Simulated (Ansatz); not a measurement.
# Bands, cutoff and cost in G0W0 for KBaCeBiO6 (F-43m), part 2 of 2

Wanted: a G0W0 gap for KBaCeBiO6 (F-43m) that is converged in bands and cutoff, or an estimate of the limit.

Ansatz 0.2.0; G0W0 on PBE, plane waves, PAW; PAW set soft_1. Known limits of the many-body steps: not at the basis limit; f levels unsure; no spin polarisation; f levels unsure; no spin-orbit coupling; coarse k mesh.

So far. Step 2 (149 empty bands, screening to 54 eV): The gap on the mesh goes from 1.58 eV to 2.92 eV, a correction of +1.35 eV. Between the two edge states, bare exchange in place of the xc potential would open the gap by 8.85 eV, and correlation takes back 7.50 eV. Step 3 (423 empty bands, screening to 108 eV): Against the run with 4×4×4 mesh, 149 empty bands, screening to 54 eV, PAW set soft_1 files, the gap moves by −0.16 eV.

In doubt: one-shot GW on d or f shells is unsure (steps 2, 3, 4, 5, 6, 7), so the values of those runs are not to be relied on.

### Step 4. 911 empty bands, screening to 180 eV

Input file input.yaml:

```yaml
crystal:
  lattice:
    - [0.0, 4.3639834, 4.3639834]
    - [4.3639834, 0.0, 4.3639834]
    - [4.3639834, 4.3639834, 0.0]
  atoms:
    - { symbol: K, position: [0.75, 0.75, 0.75] }
    - { symbol: Ba, position: [0.25, 0.25, 0.25] }
    - { symbol: Ce, position: [0.5, 0.5, 0.5] }
    - { symbol: Bi, position: [0.0, 0.0, 0.0] }
    - { symbol: O, position: [0.75466446, 0.24533554, 0.24533554] }
    - { symbol: O, position: [0.24533554, 0.75466446, 0.75466446] }
    - { symbol: O, position: [0.75466446, 0.75466446, 0.24533554] }
    - { symbol: O, position: [0.24533554, 0.24533554, 0.75466446] }
    - { symbol: O, position: [0.24533554, 0.75466446, 0.24533554] }
    - { symbol: O, position: [0.75466446, 0.24533554, 0.75466446] }
kpoints:
  mp_grid: { grid: [4, 4, 4] }
hamiltonian:
  xc: pbe
  pseudopotentials: { kind: paw, azcp: { folder: soft_1 } }
scf:
  occupations: { method: fixed }
gw:
  n_empty_bands: 911
  ecut_chi: 180.0
  qp_bands: [v3, c3]
  qp_kpoints: band_edges
  screening: { model: contour_deformation }
```

Command:

```
> ansatz run input.yaml --threads 2 --pin off --max-ram 92160MiB --backend cuda --events-out ev --progress --plain --runs-dir out --devices 1 --max-vram 13GiB
```

Numbers of over 12 decimals in the logs are rounded to 6 here.

What it wrote:

```text
GPUs: using 1 of 1 available (devices: 1).
[...]
GPU FFT provider: cuFFT
GPU libraries: cuBLAS 13.8.2, cuFFT 12.4.0, cuSOLVER 12.3.4
Crystal: 10 atoms, lattice volume = 166.218 Å³
Basis set: ecut = 420 eV, 3287 PW (Γ)
Bands: 51, of which v1, the nominal top of the filled ones, is band 41 counted from 1 (40 counted from 0)
Symmetry: 24 space group operations
[...]
k-points: 8 of 64 (time reversal used)
[...]
7    40      7.2212   -25.2357     4.7284   -19.9969  0.6847     6.7017     6.7109  root
     7    41      7.3420   -25.4524     4.7713   -20.1828  0.6836     6.8351     6.8438  root
     7    42      9.2729   -20.7090    -5.4681   -27.4178  0.6795    10.5658    10.5135  root
     7    43      9.6576   -22.6538   -13.2185   -37.6459  0.5509    11.7258    11.4312  root ?
     7    44      9.8852   -23.5256   -12.2779   -37.5565  0.5570    11.9106    11.6382  root ?
[key lines of the parts left out:]
SCF converged after 17 iterations
Free energy (F): -29874.235209 eV
Fermi energy:    7.580961 eV
```

The job ended after 59 s (1 × NVIDIA H100 80GB HBM3 (shared by 6 runs) with 2 threads of AMD EPYC 7R13 (Zen 3), shared host; peak memory 2.8 GiB; 86 s of CPU time).

This step gave:

```yaml
bands_summed: 952
rpa_eps_infinity_on_this_mesh_eigenvalues: 5.511, 5.511, 5.511
plane_waves_in_the_screening_matrix: 941
g0w0_gap_on_the_mesh: 2.687 eV
k_of_the_valence_top: 0, 0, 0
k_of_the_conduction_bottom: 0, -0.5, -0.5
starting_gap_on_the_mesh: 1.576 eV
least_direct_g0w0_gap_on_the_computed_points: 2.721 eV
```

Against the run with 4×4×4 mesh, 423 empty bands, screening to 108 eV, PAW set soft_1 files, the gap moves by −0.08 eV.

### Step 5. Changing the k mesh: 2×2×2 mesh, 423 empty bands, screening to 108 eV, PAW set soft_1 files

A second mesh at equal bands and cutoff isolates the sampling error. Bands and cutoff differ from the step before, so it is read against an earlier run that matches them.

input.yaml: that of step 4 with these lines changed.

```diff
@@ -17,3 +17,3 @@
 kpoints:
-  mp_grid: { grid: [4, 4, 4] }
+  mp_grid: { grid: [2, 2, 2] }
 hamiltonian:
@@ -24,4 +24,4 @@
 gw:
-  n_empty_bands: 911
-  ecut_chi: 180.0
+  n_empty_bands: 423
+  ecut_chi: 108
   qp_bands: [v3, c3]
```

What it wrote:

```text
GPUs: using 1 of 1 available (devices: 1).
[...]
GPU FFT provider: cuFFT
GPU libraries: cuBLAS 13.8.2, cuFFT 12.4.0, cuSOLVER 12.3.4
Crystal: 10 atoms, lattice volume = 166.218 Å³
Basis set: ecut = 420 eV, 3287 PW (Γ)
Bands: 51, of which v1, the nominal top of the filled ones, is band 41 counted from 1 (40 counted from 0)
Symmetry: 24 space group operations
[...]
k-points: 3 of 8
[...]
2    40      6.8255   -25.0766     4.7192   -20.1059  0.6804     6.5716     6.5740  root
     2    41      7.5686   -25.7771     5.1794   -20.3101  0.6868     7.2783     7.2811  root
     2    42      9.1626   -17.4371    -2.8769   -21.2339  0.7407    10.1004    10.0826  root
     2    43      9.7380   -22.6012   -12.9762   -37.5636  0.5593    12.0845    11.7242  root ?
     2    44      9.9575   -23.5229   -12.0487   -37.5562  0.5663    12.2842    11.9421  root ?
[key lines of the parts left out:]
SCF converged after 16 iterations
Free energy (F): -29874.086673 eV
Fermi energy:    7.597690 eV
```

Run time: 14 s. Hardware: 1 × NVIDIA H100 80GB HBM3 (shared by 6 runs) with 2 threads; peak memory 1.3 GiB.

Numbers from this step:

| Property | Result |
| --- | --- |
| bands summed | 464 |
| RPA ε∞ on this mesh (eigenvalues) | 6.124, 6.124, 6.124 |
| plane waves in the screening matrix | 411 |
| G0W0 gap on the mesh | 2.768 eV |
| k of the valence top | 0, 0, 0 |
| k of the conduction bottom | 0, -0.5, -0.5 |
| starting gap on the mesh | 1.565 eV |
| least direct G0W0 gap on the computed points | 2.802 eV |

Against the run with 4×4×4 mesh, 423 empty bands, screening to 108 eV, PAW set soft_1 files, the gap moves by +0.004 eV.

### Step 6. Changing the frequency model: 4×4×4 mesh, 911 empty bands, screening to 180 eV, plasmon pole, PAW set soft_1 files

A plasmon pole stands in for the full frequency dependence of the screening; this run shows what that costs in accuracy. Bands and cutoff differ from the step before, so it is read against an earlier run that matches them.

input.yaml: that of step 5 with these lines changed.

```diff
@@ -17,3 +17,3 @@
 kpoints:
-  mp_grid: { grid: [2, 2, 2] }
+  mp_grid: { grid: [4, 4, 4] }
 hamiltonian:
@@ -24,6 +24,6 @@
 gw:
-  n_empty_bands: 423
-  ecut_chi: 108
+  n_empty_bands: 911
+  ecut_chi: 180.0
   qp_bands: [v3, c3]
   qp_kpoints: band_edges
-  screening: { model: contour_deformation }
+  screening: { model: godby_needs }
```

What it wrote:

```text
GPUs: using 1 of 1 available (devices: 1).
[...]
GPU FFT provider: cuFFT
GPU libraries: cuBLAS 13.8.2, cuFFT 12.4.0, cuSOLVER 12.3.4
Crystal: 10 atoms, lattice volume = 166.218 Å³
Basis set: ecut = 420 eV, 3287 PW (Γ)
Bands: 51, of which v1, the nominal top of the filled ones, is band 41 counted from 1 (40 counted from 0)
Symmetry: 24 space group operations
[...]
k-points: 8 of 64 (time reversal used)
[...]
1    40      7.4107   -25.4836     4.8713   -20.2189  0.7476     7.0161     7.0172  root
[...]
7    41      7.3420   -25.4524     4.8696   -20.1828  0.7473     6.9408     6.9420  root
     7    42      9.2729   -20.7090    -5.2054   -27.4178  0.7428    10.7876    10.7763  root
     7    43      9.6576   -22.6538   -12.4890   -37.6459  0.6746    12.2093    12.1607  root
     7    44      9.8852   -23.5256   -11.5737   -37.5565  0.6775    12.3824    12.3424  root
[key lines of the parts left out:]
SCF converged after 17 iterations
Free energy (F): -29874.235209 eV
Fermi energy:    7.580961 eV
```

The job ended after 2 min (1 × NVIDIA H100 80GB HBM3 (shared by 6 runs) with 2 threads; peak memory 6.6 GiB; 3.3 min of CPU time).

This step gave:

| Item | Value |
| --- | --- |
| bands summed | 952 |
| plasmon-pole fit frequency | 26.08 eV |
| RPA ε∞ on this mesh (eigenvalues) | 5.511, 5.511, 5.511 |
| plane waves in the screening matrix | 941 |
| G0W0 gap on the mesh | 2.797 eV |
| k of the valence top | 0, 0, 0 |
| k of the conduction bottom | 0, -0.5, -0.5 |
| starting gap on the mesh | 1.576 eV |
| least direct G0W0 gap on the computed points | 2.835 eV |

Against the run with 4×4×4 mesh, 911 empty bands, screening to 180 eV, PAW set soft_1 files, the gap moves by +0.11 eV.

### Step 7. Changing the files and raising the bands: 4×4×4 mesh, 1351 empty bands, screening to 234 eV, hard PAW files

Other atomic data (hard PAW) test the pseudisation: the cutoff goes from 420 to 930 eV and the valence electrons from 82 to 90, which opens shells that were frozen. Bands and screening cutoff change too, so the step is no clean test of the files.

This step: G0W0 on PBE, plane waves, PAW.

input.yaml: that of step 6 with these lines changed.

```diff
@@ -20,3 +20,3 @@
   xc: pbe
-  pseudopotentials: { kind: paw, azcp: { folder: soft_1 } }
+  pseudopotentials: { kind: paw, source: ansatz }
 scf:
@@ -24,6 +24,6 @@
 gw:
-  n_empty_bands: 911
-  ecut_chi: 180.0
+  n_empty_bands: 1351
+  ecut_chi: 234.0
   qp_bands: [v3, c3]
   qp_kpoints: band_edges
-  screening: { model: godby_needs }
+  screening: { model: contour_deformation }
```

What it wrote:

```text
GPUs: using 1 of 1 available (devices: 1).
[...]
GPU FFT provider: cuFFT
GPU libraries: cuBLAS 13.8.2, cuFFT 12.4.0, cuSOLVER 12.3.4
Crystal: 10 atoms, lattice volume = 166.218 Å³
Basis set: ecut = 930 eV, 10777 PW (Γ)
Bands: 55, of which v1, the nominal top of the filled ones, is band 45 counted from 1 (44 counted from 0)
Symmetry: 24 space group operations
[...]
k-points: 8 of 64 (time reversal used)
[...]
7    44      7.5305   -25.2334     4.5681   -19.9923  0.6835     6.8406     6.8573  root
     7    45      7.6513   -25.4500     4.6100   -20.1775  0.6825     6.9727     6.9888  root
     7    46      9.5858   -20.6686    -5.5408   -27.3662  0.6784    10.7867    10.7426  root
     7    47      9.9745   -22.5901   -13.2302   -37.5601  0.5511    11.9955    11.7143  root ?
     7    48     10.2013   -23.4594   -12.3056   -37.4741  0.5565    12.1688    11.9104  root ?
[key lines of the parts left out:]
SCF converged after 18 iterations
Free energy (F): -33538.400156 eV
Fermi energy:    7.891190 eV
```

Run time: 4.1 min. Hardware: 1 × NVIDIA H100 80GB HBM3 (shared by 6 runs) with 2 threads; peak memory 6.4 GiB.

Numbers from this step:

| Property | Result |
| --- | --- |
| bands summed | 1396 |
| RPA ε∞ on this mesh (eigenvalues) | 5.490, 5.490, 5.490 |
| plane waves in the screening matrix | 1363 |
| G0W0 gap on the mesh | 2.757 eV |
| k of the valence top | 0, 0, 0 |
| k of the conduction bottom | 0, -0.5, -0.5 |
| starting gap on the mesh | 1.577 eV |
| least direct G0W0 gap on the computed points | 2.790 eV |

Against the run with 4×4×4 mesh, 911 empty bands, screening to 180 eV, PAW set soft_1 files, the gap moves by +0.07 eV.

### Step 8. The runs together

Times are wall times on 1 × NVIDIA H100 80GB HBM3 (shared by 6 runs) with 2 threads of AMD EPYC 7R13 (Zen 3), shared host, good to a factor of about two.

```csv
mesh,files,frequency,bands summed,cutoff (eV),start (eV),G0W0 (eV),time,host memory (GiB)
4×4×4,PAW set soft_1,contour deformation,190,54,1.576,2.922,22 s,1.3
4×4×4,PAW set soft_1,contour deformation,464,108,1.576,2.764,52 s,1.7
4×4×4,PAW set soft_1,contour deformation,952,180,1.576,2.687,59 s,2.8
2×2×2,PAW set soft_1,contour deformation,464,108,1.565,2.768,14 s,1.3
4×4×4,PAW set soft_1,plasmon pole,952,180,1.576,2.797,2 min,6.6
4×4×4,hard PAW,contour deformation,1396,234,1.577,2.757,4.1 min,6.4
```

The parts of the quasiparticle energy at the two band edges (eV; QP = start + Σx + Σc − Vxc):

```csv
run,edge,start,Σx,Σc,Vxc,Z,QP
190 bands,valence top,7.58,-25.80,5.33,-20.41,0.69,7.52
190 bands,conduction bottom,9.16,-17.78,-2.17,-21.24,0.76,10.44
464 bands,valence top,7.58,-25.80,5.10,-20.41,0.69,7.30
464 bands,conduction bottom,9.16,-17.78,-2.56,-21.24,0.75,10.06
952 bands,valence top,7.58,-25.80,4.89,-20.41,0.69,7.08
952 bands,conduction bottom,9.16,-17.78,-2.85,-21.24,0.74,9.77
```

### Step 9. Results

| Item | Value |
| --- | --- |
| 190 bands, 54 eV | 2.922 eV |
| 464 bands, 108 eV | 2.764 eV |
| 952 bands, 180 eV | 2.687 eV |
| estimated limit in bands and cutoff | 2.61 eV |
| mesh and start | 4×4×4, PBE |

**Reading.** A line in one over the bands through the two highest rungs gives 2.61 eV, −0.07 eV from the top rung; the pair below gives 2.65 eV, so the estimate is still falling. The rungs stand 0.31 eV (190 bands), 0.15 eV (464 bands) and 0.07 eV (952 bands) from it. From 190 to 952 bands the gap moves by −0.23 eV while the time grows 2.7-fold. Σc changes by −0.44 eV at the valence top and −0.67 eV at the conduction bottom, so the levels themselves move more than the gap between them. On the 2×2×2 mesh in place of 4×4×4 the gap differs by +0.004 eV, of which −0.01 eV is already in the start. The plasmon-pole model gives +0.11 eV against contour deformation, 10 % of the correction, and saved no time in this program. With hard PAW files and 1396 bands the gap is 2.76 eV; the line for the PAW set soft_1 files gives 2.66 eV at that count, a difference of +0.09 eV that holds the line's own error too. The cheapest rung within 0.1 eV of this estimate is that with 952 bands (59 s). Empty 4f levels lie among the conduction bands. Their place in the start is unsure; it enters the screening, and the edge itself where they lie low. The runs have no spin polarisation. For a closed low-spin shell that is the natural state; where a d or f shell is open it is a constraint, and the gap is then not the crystal's own. The compound holds f electrons or empty f levels, where one-shot G0W0 is unsure. The many-body steps are scalar-relativistic: spin-orbit coupling is not in them.

[Paths, hosts, dates, memory and timing lines, banners, echoed tables and standing remarks are left out of the program output.]

[Logs are printed without paths, hosts, clocks, repeated set-up lines and the standing remarks that a program may print on its own settings, such as how far it seeks lower states.]

[Runs of the session that timed out or met a known fault of the program may be left out.]

[Cells called generated may have been cut or substituted from an entry of the Crystallography Open Database or the Materials Project.]

[Hosts, paths, dates, database ids (printed as entryN), source tags and the programs' standing remarks are cut or masked in the printed files.]
